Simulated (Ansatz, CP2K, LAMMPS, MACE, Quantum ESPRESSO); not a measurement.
# Glassy 57SiO2-43MgO (mol %) (59 atoms) under volume change, by several methods

Aim: pressure against volume for glassy 57SiO2-43MgO (mol %) (59 atoms), with plane waves as the reference.

Results are calculated, not measured.

## Step 1: The cell

The cell holds 59 atoms (13 Si, 10 Mg and 36 O), with edges of 9.22, 9.22 and 9.22 Å. Recipe: 59 atoms (13 Si, 10 Mg, 36 O) placed at random at 2.46 g/cm³, melted at 4000 K for 10 ps at fixed volume with the Morse and Coulomb pair potential with partial charges (Pedone, Malavasi, Menziani, Cormack and Segre, J. Phys. Chem. B 110, 11780 (2006)). Quenched from 4000 K to 300 K at 5 K/ps and fixed volume, held 10 ps at zero pressure. Then the atoms were relaxed with MACE MPA-0 medium in the fixed cell. Then the atoms were relaxed with CP2K double zeta, PBE. That run stopped short of its end.

Bonds by pair of elements; cutoffs follow the first minimum of g(r), held within bounds set by covalent radii, and pairs that aren't listed don't count as bonded:

| pair A-B | cutoff (Å) | bonds | mean length (Å) | spread (Å) | shortest (Å) | B about A | A about B |
| --- | --- | --- | --- | --- | --- | --- | --- |
| O-Si | 2.12 | 52 | 1.65 | 0.038 | 1.57 | 1.44 | 4 |
| O-Mg | 2.62 | 44 | 2.07 | 0.14 | 1.91 | 1.22 | 4.4 |

## Step 2: The reference input

Quantum ESPRESSO 7.5: Kohn-Sham DFT, PBE, SSSP efficiency 1.3.0 pseudopotentials, plane waves. Its input, pw.in, for the unchanged cell:

```
&control
  calculation = 'scf'
  pseudo_dir = './pseudo'
  outdir = './tmp'
  disk_io = 'none'
  tprnfor = .true.
  tstress = .true.
/
&system
  ibrav = 0
  nat = 59
  ntyp = 3
  ecutwfc = 60
  ecutrho = 480
  nosym = .true.
  occupations = 'smearing'
  smearing = 'fd'
  degauss = 0.003675
/
&electrons
  conv_thr = 2.9e-07
  electron_maxstep = 100
  mixing_beta = 0.4
  mixing_mode = 'plain'
  diagonalization = 'david'
/
ATOMIC_SPECIES
Si 28.085 Si.upf
Mg 24.305 Mg.upf
O 15.999 O.upf
CELL_PARAMETERS angstrom
9.22352 0.00000 0.00000
0.00000 9.22352 0.00000
0.00000 0.00000 9.22352
ATOMIC_POSITIONS crystal
Si 0.68175 0.12484 0.46945
Si 0.85087 0.92054 0.90838
Si 0.88546 0.36401 0.52276
Si 0.39234 0.77748 0.10950
[... 53 atom lines left out ...]
O 0.85556 0.24563 0.08598
O 0.84327 0.39441 0.35414
K_POINTS gamma
```

```console
$ OMP_NUM_THREADS=1 mpirun -np 4 pw.x -in pw.in > output.txt
```

Wall time 57 s (4 MPI ranks of Arm Neoverse V2, shared host); peak memory 2.2 GiB.

It converged with an r.m.s. force component of 0.14 eV/Å and a pressure of -1.6 GPa.

## Step 3: The levels

Every level solves the same cells as single points. CPU time is summed over a level's finished runs, on a host shared with the other runs, so it is rough; the force column is the median over cells of the r.m.s. difference of force components from the reference.

```
            level                   basis or training data  k-points  runs finished  CPU time  peak memory (GiB)  force difference (meV/Å)
          QE, PBE  plane waves, SSSP efficiency, 60/480 Ry         Γ         5 of 5    21 min                2.4                 reference
MACE MPA-0 medium       trained on PBE(+U) plane-wave data         -         5 of 5      33 s               0.92                        47
```

Runs without a converged result: CP2K 2026.2, 2 relaxations (not converged). A level enters a table below only where it finished every cell that the table needs.

The reference's own r.m.s. force component runs from 131 to 141 meV/Å over these cells.

## Step 4: Pressure against volume

The cell is scaled evenly, and at each volume CP2K double zeta, PBE relaxes the atoms again before the single points. The unchanged volume is 13.300 Å³ an atom. Pressures in GPa:

| level | -6 % | -3 % | 0 | +3 % | +6 % |
| --- | --- | --- | --- | --- | --- |
| QE, PBE | 2.81 | 0.56 | -1.58 | -3.44 | -4.97 |
| MACE MPA-0 medium | 3.18 | 0.92 | -1.23 | -3.10 | -4.66 |

Energy less that of the unchanged cell at the same level, in meV an atom:

```
            level  -6 %   -3 %  +3 %   +6 %
          QE, PBE  4.11  -1.42  4.89  14.28
MACE MPA-0 medium  4.56  -1.14  4.61  13.68
```

## Step 5: Moduli

From the three volumes nearest the unchanged one: B from the slope of pressure against ln V and from the curvature of the energy, the pressure that the slope of the energy implies, and the volume change at which the printed pressure crosses zero (a dash if it doesn't within the range).

```
            level  B from pressures (GPa)  B from energies (GPa)  printed pressure (GPa)  pressure from energies (GPa)  zero pressure at (%)
          QE, PBE                    66.6                   46.4                   -1.58                         -1.27                  -2.2
MACE MPA-0 medium                    67.1                   46.4                   -1.23                         -1.15                  -1.7
```

As a check by hand on the reference: from -3 to +3 % the pressure falls by 4.00 GPa while ln V grows by 0.0600, a ratio of 66.6 GPa.

Gap between the highest filled and the lowest empty level on the runs' k-points, in eV:

```csv
level,-6 %,-3 %,0,+3 %,+6 %
"QE, PBE",3.78,3.73,3.58,3.49,3.39
```

## Step 6: Outcome

The plane-wave reference (PBE) gives a bulk modulus of 66.6 GPa from its pressures, at a volume where its pressure is -1.58 GPa; that pressure crosses zero at -2.2 %. Learned potentials: MACE MPA-0 medium 67.1 GPa (+1 %); its pressure lies +0.35 GPa from the reference's. Moduli from the energies run from 46 to 46 GPa and part from those from pressures by as much as -31 % (MACE MPA-0 medium); they rest on small differences of energy, and for levels other than CP2K double zeta, PBE they hold the work of leftover forces.

The reference's gap falls as the cell grows, from 3.78 eV at -6 % to 3.39 eV at +6 %.

**Limits.** The atoms follow CP2K double zeta, PBE, not each level's own minimum, so these moduli only approach relaxed ones and hang on that choice. Three points at finite strain give rough moduli, at the given volume rather than at zero pressure. Pressures at a fixed plane-wave cutoff or in a small atom-centred basis hold some basis error. The quench rate of 5 K/ps is many orders above laboratory rates, so the cell is likely richer in defects and strain than a real sample. The reference samples only Γ, in a cell whose shortest periodic width is 9 Å. The reference isn't exact: its cutoffs and mesh weren't converged further here. Where levels are smeared, the DFT runs use Fermi–Dirac occupations at 580 K (0.05 eV), and energies are free energies. Some relaxations stopped short of their force threshold.

[Logs are printed without paths, hosts, clocks, repeated set-up lines and the standing remarks that a program may print on its own settings, such as how far it seeks lower states.]

[Hosts, paths, dates, database ids (printed as entryN), source tags and the programs' standing remarks are cut or masked in the printed files.]
